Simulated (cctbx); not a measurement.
## Resonant diffraction in Tm3Be3TlGa2

Space group P-62m (no. 189), a = 6.8300 Å, b = 6.8300 Å, c = 4.2240 Å, α = 90.00°, β = 90.00°, γ = 120.00°.

| atom | mult. | x | y | z | Ueq (Å²) |
| --- | --- | --- | --- | --- | --- |
| Tl1 | 1 | 0 | 0 | 0 | 0.0139 |
| Tm1 | 3 | 0 | 0.5771 | 0 | 0.0099 |
| Ga1 | 2 | 2/3 | 1/3 | 1/2 | 0.0151 |
| Be1 | 3 | 0 | 0.2449 | 1/2 | 0.0275 |

This is a model crystal, built by substitution and not relaxed, with assumed displacement parameters.

Calculated with cctbx: free-atom f′ and f″ from the Sasaki tables, no fine structure; amplitudes in electrons.

How do |F(hkl)| and |F(−h−k−l)| change across the Tl L3 edge?

```text
E (eV)    f'(Tl)   f''           |F|0 0 2        |F|1 2 0        |F|0 1 2        |F|0 0 1
  12058   -9.06   4.24      256.2/ 256.2     71.2/  79.5      7.9/   7.9    187.1/ 187.1
  12408  -10.78   4.05      255.6/ 255.6     71.8/  79.2      9.2/   9.2    185.8/ 185.8
  12538  -12.17   3.98      254.7/ 254.7     72.1/  78.9     10.3/  10.3    184.6/ 184.6
  12598  -13.51   3.95      253.6/ 253.6     72.3/  78.7     11.4/  11.4    183.3/ 183.3
  12628  -14.86   3.94      252.4/ 252.4     72.5/  78.4     12.6/  12.6    182.1/ 182.1
  12643  -16.20   3.93      251.2/ 251.2     72.7/  78.2     13.7/  13.7    180.8/ 180.8
  12650  -17.41   3.93      250.1/ 250.1     72.8/  78.0     14.8/  14.8    179.6/ 179.6
  12654  -18.71   3.92      248.9/ 248.9     73.1/  77.9     15.9/  15.9    178.3/ 178.3
  12662  -19.02  10.15      249.5/ 249.5     78.9/  72.0     15.3/  15.3    179.0/ 179.0
  12666  -17.56  10.14      250.8/ 250.8     78.7/  72.2     13.9/  13.9    180.4/ 180.4
  12673  -16.26  10.13      252.1/ 252.1     78.5/  72.4     12.7/  12.7    181.7/ 181.7
  12688  -14.86  10.11      253.4/ 253.4     78.4/  72.7     11.4/  11.4    183.0/ 183.0
  12718  -13.46  10.07      254.7/ 254.7     78.2/  73.0     10.1/  10.1    184.4/ 184.4
  12808  -11.61   9.95      256.6/ 256.6     78.1/  73.4      8.5/   8.5    186.3/ 186.3
  13058   -9.68   9.63      258.9/ 258.9     78.1/  74.0      6.9/   6.9    188.3/ 188.3
```

The edge is at 12658 eV. f′ of Tl falls from -12.2 e at 12538 eV to -18.7 e at 4 eV below it, and f″ steps from 3.93 to 10.14 e across it. Over that approach |F| changes by -2 % (0 0 2), +1 % (1 2 0), +54 % (0 1 2) and -3 % (0 0 1): a reflection falls where Tl scatters in phase with the total and rises where it scatters against it; it hardly moves where the Tl term is small or cancels by symmetry or lies in quadrature to the total. The f″ term interferes with the normal scattering with opposite sign for the two Friedel mates. The largest Friedel difference in the scan is 11.0 % of the mean (1 2 0, at 12058 eV).

[Logs are printed without paths, hosts, clocks, repeated set-up lines and the standing remarks that a program may print on its own settings, such as how far it seeks lower states.]
